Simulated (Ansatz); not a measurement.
**VSi2As4 monolayer in a perpendicular field**

Wanted: the out-of-plane response of the VSi2As4 monolayer. A positive field points along +c.

Calculated with Ansatz 0.2.0; plane-wave DFT, PBE-D3(BJ), Ansatz PAW.

This is a report of a sequence of runs, with most program output left out.

## Step 1: Set-up

The cell holds 7 atoms: 4 As, 2 Si and 1 V. Cell: a = 3.630 Å, b = 3.630 Å, c = 48.779 Å, α = 90.0°, β = 90.0°, γ = 120.0°. Vacuum lies along c.

## Step 2: Relaxation

The starting cell is a guess, so the in-plane lattice and the atoms are relaxed first, with the slab cut off from its images along the normal.

File input.yaml:

```yaml
crystal:
  lattice:
    - [3.63, 0.0, 0.0]
    - [-1.815, 3.1436722157, 0.0]
    - [0.0, 0.0, 48.7787023489]
  atoms:
    - { symbol: As, position: [0.0, 0.0, 0.4089899698] }
    - { symbol: Si, position: [0.3333333333, 0.6666666667, 0.4246109497] }
    - { symbol: As, position: [0.3333333333, 0.6666666667, 0.470327623] }
    - { symbol: V, position: [0.0, 0.0, 0.5], spin: 1.0 }
    - { symbol: As, position: [0.3333333333, 0.6666666667, 0.529672377] }
    - { symbol: Si, position: [0.3333333333, 0.6666666667, 0.5753890503] }
    - { symbol: As, position: [0.0, 0.0, 0.5910100302] }
  periodic: [true, true, false]
magnetization:
  spin_polarized: true
kpoints:
  mp_grid: { grid: [12, 12, 1] }
hamiltonian:
  xc: pbe
  dispersion: d3bj
scf:
  occupations: { method: fermi_dirac, width: 0.05 }
  convergence: { dr2_threshold: 1.0e-09 }
relax:
  f_tol: 0.004
  max_steps: 90
  cell: {}
output:
  write_potential: true
  write_density: true
  volumetric_format: npy
```

Command:

```
$ ansatz run input.yaml --threads 4 --pin off --max-ram 6144MiB --backend cpu --events-out ev --progress --plain --runs-dir out
```

Run time: 4.5 min. Hardware: 4 threads of Arm Neoverse V1, shared host; peak memory 1.5 GiB; 17 min of CPU time.

Step by step:

| step | energy less that of the first step (eV) | largest force component (eV/Å) | volume (Å³) |
| --- | --- | --- | --- |
| 1 | 0.0000 | 3.1910 | 556.64 |
| 2 | -1.1048 | 1.2966 | 554.08 |
| 3 | -1.3643 | 0.4041 | 546.14 |
| 4 | -1.3936 | 0.1127 | 542.75 |
| 5 | -1.3943 | 0.0321 | 542.32 |
| 6 | -1.3944 | 0.0010 | 542.38 |
| 7* | -1.3938 | 0.0011 | 542.38 |

Relaxation steps marked * repeat the geometry before them on a plane-wave basis chosen anew for their cell, so energy and pressure can jump there.

Forces are held to the 12 operations that the run works with; a distortion that breaks them can't arise in this run.

| cell as run | before | after | change |
| --- | --- | --- | --- |
| a (Å) | 3.630 | 3.583 | -1.3 % |
| b (Å) | 3.630 | 3.583 | -1.3 % |

The atoms that moved most (Å, along periodic axes as changes of fractional coordinates times the final cell, across vacuum about the mean position):

| atom | dx | dy | dz | length |
| --- | --- | --- | --- | --- |
| As1 | 0.000 | 0.000 | -0.465 | 0.465 |
| As7 | 0.000 | 0.000 | 0.465 | 0.465 |
| Si2 | 0.000 | 0.000 | -0.104 | 0.104 |
| Si6 | 0.000 | 0.000 | 0.104 | 0.104 |
| As5 | 0.000 | 0.000 | -0.012 | 0.012 |
| As3 | 0.000 | 0.000 | 0.012 | 0.012 |

This step gave:

- energy at zero smearing: -23611.8309 eV
- total moment: 0.9558 μB
- site moments: 3.07e-5, 0.008945, -0.04126, 0.8478, -0.04126, 0.008945, 3.07e-5 μB

Site moment by atom:

| atom | site moment (μB) |
| --- | --- |
| As1 | 0.000 |
| Si2 | 0.009 |
| As3 | -0.041 |
| V4 | 0.848 |
| As5 | -0.041 |
| Si6 | 0.009 |
| As7 | 0.000 |

The lattice constant a goes from 3.630 to 3.583 Å.

## Step 3: Single point, field 0

A sawtooth potential applies the field, turning back in the middle of the vacuum. With the dipole correction the typed value is the field outside the slab. The induced dipole is small, so the SCF threshold is tight.

The cell differs from the one that the last finished run ended in (c 48.779 → 27.809 Å).

File input.yaml:

```yaml
crystal:
  lattice:
    - [3.5832181369, 0.0, 0.0]
    - [-1.7916090684, 3.1031579338, 0.0]
    - [0.0, 0.0, 27.8091680986]
  atoms:
    - { symbol: As, position: [0.0, 0.0, 0.3236342766] }
    - { symbol: Si, position: [0.3333333333, 0.6666666667, 0.3640254462], spin: 0.01 }
    - { symbol: As, position: [0.3333333333, 0.6666666667, 0.4484024667], spin: -0.04 }
    - { symbol: V, position: [0.0, 0.0, 0.5], spin: 0.85 }
    - { symbol: As, position: [0.3333333333, 0.6666666667, 0.5515975333], spin: -0.04 }
    - { symbol: Si, position: [0.3333333333, 0.6666666667, 0.6359745538], spin: 0.01 }
    - { symbol: As, position: [0.0, 0.0, 0.6763657234] }
magnetization:
  spin_polarized: true
kpoints:
  mp_grid: { grid: [18, 18, 1] }
  band_path:
    path: [[0, 0, 0], [0.5, 0, 0], [0.33333333, 0.33333333, 0], [0, 0, 0]]
    npoints: 16
hamiltonian:
  xc: pbe
  dispersion: d3bj
scf:
  occupations: { method: fermi_dirac, width: 0.02585 }
  convergence: { dr2_threshold: 1.0e-10 }
efield:
  axis: 3
  dipole_correction: true
  ramp_position: 0.97
  ramp_width: 0.06
  amplitude: 0
output:
  dos: { projected: true, e_range: [-6, 5] }
  write_potential: true
  write_density: true
  volumetric_format: npy
  elf: true
```

The job ended after 81 s (4 threads; peak memory 1.5 GiB; 5.3 min of CPU time).

Numbers from this step:

```yaml
energy_at_zero_smearing: -23611.8338 eV
total_moment: 0.9842 μB
site_moments: 8.05e-5, 0.009463, -0.04231, 0.8694, -0.04231, 0.009463, 8.05e-5 μB
work_function_upper_face: 4.997 eV
dipole_along_the_normal: 3.86e-6 e·Å
```

Running mean over a fixed 2.8 Å (it still follows the layers) of the planar mean; the ramp of the sawtooth is left out. Electron's electrostatic potential energy less the Fermi level against z:

z (Å), electron's electrostatic potential energy less the Fermi level (eV) and a bar from the least value:
```
        4       5.00 ##############################
        5       4.99 ##############################
        6       4.94 ##############################
        7       4.03 ###########################
        8       1.19 ###################
        9      -3.79 ####
       10      -4.69 #
       11      -3.40 #####
       12      -1.46 ###########
       13      -4.08 ###
       14      -4.98 
       15      -3.54 ####
       16      -1.46 ###########
       17      -3.84 ###
       18      -4.96 
       19      -2.88 ######
       20       1.87 #####################
       21       4.42 ############################
       22       4.96 ##############################
       23       5.00 ##############################
       24       5.00 ##############################
```

The density of states has structure finer than the step of the table below, so its rows give means over 0.25 eV, whole bins alone (the curve runs from -6 to 1.99 eV). Peaks (eV: height): total -3.820: 10.1, -2.440: 8.23, -2.060: 7.48, -1.560: 7.81, -1.200: 10.4, -1.040: 11.9, 1.910: 12.7; up -3.820: 6.23, -2.440: 5.42, -2.060: 4.03, -1.620: 5.28, -1.200: 7.05, 0.920: 5.24, 1.910: 6.50; down -5.170: 4.97, -4.620: 4.76, -3.790: 4.20, -1.920: 3.86, -1.530: 4.59, -1.040: 8.45, 1.910: 6.16.

Density of states against energy, zero at the Fermi level; means over each step; values in states/eV a cell:

| energy (eV) | total | up | down |
| --- | --- | --- | --- |
| -5.75 | 0.445 | 0.223 | 0.222 |
| -5.50 | 0.508 | 0.256 | 0.252 |
| -5.25 | 1.70 | 0.653 | 1.05 |
| -5.00 | 0.158 | 0.0853 | 0.0730 |
| -4.75 | 4.20 | 2.24 | 1.96 |
| -4.50 | 3.01 | 1.44 | 1.57 |
| -4.25 | 3.17 | 1.50 | 1.66 |
| -4.00 | 2.34 | 1.24 | 1.09 |
| -3.75 | 5.54 | 2.77 | 2.77 |
| -3.50 | 2.25 | 1.07 | 1.18 |
| -3.25 | 3.60 | 1.93 | 1.67 |
| -3.00 | 3.50 | 1.63 | 1.88 |
| -2.75 | 3.65 | 1.92 | 1.73 |
| -2.50 | 6.26 | 3.26 | 2.99 |
| -2.25 | 5.73 | 2.84 | 2.89 |
| -2.00 | 6.30 | 3.07 | 3.23 |
| -1.75 | 3.80 | 2.21 | 1.58 |
| -1.50 | 5.64 | 2.92 | 2.72 |
| -1.25 | 7.40 | 4.62 | 2.78 |
| -1.00 | 7.94 | 3.07 | 4.87 |
| -0.75 | 3.43 | 1.38 | 2.04 |
| -0.50 | 3.75 | 2.73 | 1.02 |
| -0.25 | 1.91 | 1.44 | 0.470 |
| 0.00 | 0.761 | 0.467 | 0.295 |
| 0.25 | 1.01 | 0.0423 | 0.970 |
| 0.50 | 2.33 | 0.568 | 1.76 |
| 0.75 | 2.31 | 1.20 | 1.11 |
| 1.00 | 2.54 | 2.45 | 0.0862 |
| 1.25 | 1.16 | 1.15 | 0.00349 |
| 1.50 | 2.63 | 1.19 | 1.44 |
| 1.75 | 5.67 | 2.82 | 2.85 |

Projected DOS per atom over height of the atomic layer and energy from the Fermi level. Layers: As Si As V As Si As from below.

Ten even steps from '0' (0.01 states/eV) to '9' (3.32 states/eV), each cell a mean:
```
1119111
0003000
0003000
0005000
0004000
0001000
0005000
1023201
3046403
2023202
2112112
3121213
2221222
1111111
1111111
1111111
1110111
0110110
1120211
0000000
0000000
0000000
```
Columns: height of the atomic layer (Å) from 9 to 18.8 (not evenly spaced); rows upwards: energy from the Fermi level (eV) from -5.96 to 1.96.

Projected DOS per atom, spin up over height of the atomic layer and energy from the Fermi level. Layers: As Si As V As Si As from below.

Ten even steps from '0' (0.00 states/eV) to '9' (1.64 states/eV), each cell a mean:
```
1117111
0003000
0006000
0006000
0001000
0002000
0009000
0014100
3046403
2035302
2112112
3122213
2222222
1111111
1111111
1111111
1111111
0110110
1120211
0000000
0000000
0000000
```
Columns: height of the atomic layer (Å) from 9 to 18.8 (not evenly spaced); rows upwards: energy from the Fermi level (eV) from -5.96 to 1.96.

Projected DOS per atom, spin down over height of the atomic layer and energy from the Fermi level. Layers: As Si As V As Si As from below.

Ten even steps from '0' (0.00 states/eV) to '9' (2.11 states/eV), each cell a mean:
```
1109011
0003000
0000000
0003000
0005000
0001000
0001000
0022200
2044402
2011102
2111112
2121212
1121211
1010101
1010101
1110111
0010100
0010100
1110111
0000000
0000000
0000000
```
Columns: height of the atomic layer (Å) from 9 to 18.8 (not evenly spaced); rows upwards: energy from the Fermi level (eV) from -5.96 to 1.96.

Deep bands are left out, so band numbers here count from the lowest band kept and differ from the log's. The electronic bands at the labelled points (eV, zero at the Fermi level; # counts the bands kept):

| point | up #11 | up #12 | up #13 | up #14 | down #9 | down #11 | down #12 | down #13 |
| --- | --- | --- | --- | --- | --- | --- | --- | --- |
| Γ | -0.29 | -0.29 | -0.08 | 2.76 | -0.40 | -0.05 | -0.05 | 0.84 |
| halfway | -1.05 | -0.98 | -0.42 | 1.39 | -1.51 | -0.82 | -0.73 | 0.51 |
| M | -1.45 | -0.78 | -0.58 | 0.83 | -1.92 | -1.23 | -0.42 | -0.01 |
| halfway | -1.57 | -1.10 | -0.29 | 0.58 | -1.98 | -1.45 | -1.02 | 0.46 |
| K | -1.55 | -0.87 | 0.00 | 0.33 | -2.60 | -1.51 | -0.84 | 0.78 |
| halfway | -1.24 | -0.99 | -0.45 | 1.36 | -1.65 | -1.08 | -0.87 | 0.49 |
| Γ | -0.29 | -0.29 | -0.08 | 2.76 | -0.40 | -0.05 | -0.05 | 0.84 |

Site moment by atom:

| atom | site moment (μB) |
| --- | --- |
| As1 | 0.000 |
| Si2 | 0.009 |
| As3 | -0.042 |
| V4 | 0.869 |
| As5 | -0.042 |
| Si6 | 0.009 |
| As7 | 0.000 |

Spin density in the ca plane at fractional y = 0.667, with atoms of Si and As within 0.2 Å of it.

Ten even steps from '0' (-0.014 e/Å³) to '9' (0.055 e/Å³), each cell a mean:
```
22222222222222222222222222211122369632211122
22222222222222222222222222222222379632222222
22222222222222222222222222211111257521111122
22222222222222222222222222211000134310001122
22222222222222222222222222221000012100101222
22222222222222222222222222332242011102422332
22222222222222222222222222321121011101212232
22222222222222222222222222221000123210001222
22222222222222222222222222211101246421011122
```
Columns run along c (16.0 Å, from fractional 0.06 to 0.63 of the cell), rows up along a (3.6 Å). Atoms in or near the plane, at fractional coordinates: Si at (0.36, 0.33), As at (0.45, 0.33), As at (0.55, 0.33).

Electrostatic potential energy in the ca plane at fractional y = 0.667, with atoms of Si and As within 0.2 Å of it. With pseudopotentials it is smooth inside the atoms' cores, unlike the true potential.

Ten even steps from '0' (-44 eV) to '9' (7 eV), each cell a mean:
```
99999999988889999999998878899999999988889999
99999999987789999999998878899999999987789999
99999999988888899999998888899999998888889999
99999999999876678986668888866689876678999999
99999999999730037866866888678668730037999999
99999999998600006769995787699967600016899999
99999999998610016758985787589857610027899999
99999999999863368875657888756578853368999999
99999999998888889998888888888899988888899999
```
Columns run along c (16.0 Å, from fractional 0.19 to 0.76 of the cell; values clipped at the 3rd and 97th percentile), rows up along a (3.6 Å). Atoms in or near the plane, at fractional coordinates: Si at (0.36, 0.33), As at (0.45, 0.33), As at (0.55, 0.33), Si at (0.64, 0.33).

ELF in the ca plane at fractional y = 0.667, with atoms of Si and As within 0.2 Å of it. It is the smooth field of the valence electrons, not physical close to the nuclei.

Values, 5 rows by 16 columns, each cell a mean:
```
0.00 0.08 0.52 0.64 0.55 0.27 0.11 0.32 0.11 0.16 0.30 0.09 0.35 0.55 0.66 0.42
0.00 0.04 0.34 0.56 0.67 0.46 0.33 0.58 0.28 0.37 0.55 0.30 0.54 0.65 0.54 0.26
0.00 0.01 0.05 0.24 0.55 0.55 0.68 0.45 0.45 0.51 0.45 0.73 0.49 0.54 0.17 0.03
0.00 0.00 0.02 0.17 0.39 0.55 0.71 0.30 0.43 0.46 0.31 0.78 0.44 0.39 0.11 0.01
0.00 0.02 0.19 0.44 0.72 0.57 0.52 0.65 0.40 0.50 0.62 0.50 0.61 0.68 0.39 0.14
```
Columns run along c (16.0 Å, from fractional 0.19 to 0.76 of the cell), rows up along a (3.6 Å). Atoms in or near the plane, at fractional coordinates: Si at (0.36, 0.33), As at (0.45, 0.33), As at (0.55, 0.33), Si at (0.64, 0.33).

The work function of the upper face is 5.00 eV.

## Step 4: Atoms held, field 0.1 V/Å

Changes to input.yaml since step 3:

```diff
@@ -31,5 +31,4 @@
   ramp_width: 0.06
-  amplitude: 0
+  amplitude: 0.1
 output:
-  dos: { projected: true, e_range: [-6, 5] }
   write_potential: true
@@ -37,2 +36 @@
   volumetric_format: npy
-  elf: true
```

It took 82 s on 4 threads; peak memory 1.5 GiB.

The dipole is 0.0732 e·Å.

## Step 5: Atoms held, field -0.1 V/Å

Changes to input.yaml since step 4:

```diff
@@ -31,3 +31,3 @@
   ramp_width: 0.06
-  amplitude: 0.1
+  amplitude: -0.1
 output:
```

Elapsed: 87 s, on 4 threads; peak memory 1.5 GiB.

The dipole is -0.0732 e·Å.

## Step 6: Response, atoms held

This step: plane-wave DFT, PBE-D3(BJ), Ansatz PAW; response to a field along the normal, atoms held (Ansatz 0.2.0).

The dipoles give the slope, and the difference of two potentials shows where the field is screened.

This step gave:

```
equivalent conductor thickness p/(ε₀AE) : 11.91 Å
distance between the outer atoms        : 9.809 Å
```

Dipole of the cell against applied field:

| applied field (V/Å) | dipole of the cell (e·Å) |
| --- | --- |
| -0.1000 | -0.0732 |
| 0.0000 | 3.9e-6 |
| 0.1000 | 0.0732 |

The total moment stays at 0.984 μB for applied field from -0.1 to 0.1 V/Å.

Local field over the applied field, running mean. From the potentials at -0.1 and 0.1 V/Å; running mean over 2.5 Å. Local field over applied field against z:

| z (Å) | local field over applied field |
| --- | --- |
| 5 | 0.994 |
| 6 | 0.952 |
| 7 | 0.760 |
| 8 | 0.414 |
| 9 | 0.110 |
| 10 | 0.0513 |
| 11 | 0.0722 |
| 12 | 0.0526 |
| 13 | 0.0350 |
| 14 | 0.0189 |
| 15 | 0.0363 |
| 16 | 0.0624 |
| 17 | 0.0657 |
| 18 | 0.0514 |
| 19 | 0.152 |
| 20 | 0.482 |
| 21 | 0.815 |
| 22 | 0.967 |
| 23 | 0.996 |

The induced electron density oscillates, so the rows of the table below give means over windows of 0.5 Å about each position, cut where the curve ends. Its maxima inside the range that stand out by 2 % of the span (Å: e/Å³ per V/Å): 7.97: 0.00356, 11.15: 5.6e-4, 12.31: 8.1e-4, 14.48: 8.1e-4, 16.08: 1.1e-4, 17.53: 0.00145. Its minima: 10.28: -0.00145, 11.73: -1.1e-4, 13.33: -8.1e-4, 15.50: -8.1e-4, 16.66: -5.6e-4, 19.84: -0.00356.

Electrons, planar mean, per unit field. Induced electron density against z; means over each step:

| z (Å) | induced electron density (e/Å³ per V/Å) |
| --- | --- |
| 4.5 | 9.8e-6 |
| 5.0 | 3.0e-5 |
| 5.5 | 8.8e-5 |
| 6.0 | 2.4e-4 |
| 6.5 | 6.3e-4 |
| 7.0 | 0.00146 |
| 7.5 | 0.00281 |
| 8.0 | 0.00334 |
| 8.5 | 0.00154 |
| 9.0 | 7.0e-4 |
| 9.5 | 5.2e-4 |
| 10.0 | -9.2e-4 |
| 10.5 | -7.9e-4 |
| 11.0 | 4.3e-4 |
| 11.5 | 1.7e-4 |
| 12.0 | 2.5e-4 |
| 12.5 | 6.5e-4 |
| 13.0 | -1.5e-4 |
| 13.5 | -6.5e-4 |
| 14.0 | 1.9e-4 |
| 14.5 | 6.6e-4 |
| 15.0 | -2.5e-4 |
| 15.5 | -6.6e-4 |
| 16.0 | -3.3e-5 |
| 16.5 | -3.8e-4 |
| 17.0 | -1.3e-4 |
| 17.5 | 0.00121 |
| 18.0 | 3.0e-4 |
| 18.5 | -6.6e-4 |
| 19.0 | -8.2e-4 |
| 19.5 | -0.00236 |
| 20.0 | -0.00338 |
| 20.5 | -0.00227 |
| 21.0 | -0.00107 |
| 21.5 | -4.4e-4 |
| 22.0 | -1.6e-4 |
| 22.5 | -5.9e-5 |
| 23.0 | -1.9e-5 |
| 23.5 | -6.4e-6 |

By hand: between -0.1 and 0.1 V/Å the dipole changes by 0.1464 e·Å, a slope of 0.7321 e·Å²/V. A perfect conductor of thickness t has p = ε₀AEt, so t = 180.95 × 0.7321 / 11.119 = 11.91 Å (e/ε₀ = 180.95 V·Å, A in Å²).

The induced dipole is that of a conductor 11.91 Å thick.

## Step 7: What came out

```json
{"gap without field": "none", "work function, upper face": "5.00 eV", "equivalent conductor thickness, atoms held": "11.9 Å"}
```

What this shows: The induced dipole equals that of a perfect conductor 11.91 Å thick, while the outer atoms lie 9.81 Å apart. There is no gap over 0.03 eV, with or without the field. For an open d or f shell that can be the fault of a semilocal functional without a Hubbard term. The magnetic order is the one reached from the typed start; other orders were not compared. Spin-orbit coupling is left out. The outer anions sit over the metal atoms, one of several polytypes of such layers and not the lowest for every compound.

[Logs are printed without paths, hosts, clocks, repeated set-up lines and the standing remarks that a program may print on its own settings, such as how far it seeks lower states.]

[Hosts, paths, dates, database ids (printed as entryN), source tags and the programs' standing remarks are cut or masked in the printed files.]

[Maps of the electrostatic potential energy from Ansatz leave out the sawtooth potential of an applied field or a dipole correction, so their vacuum need not be flat; planar profiles and work functions include it.]
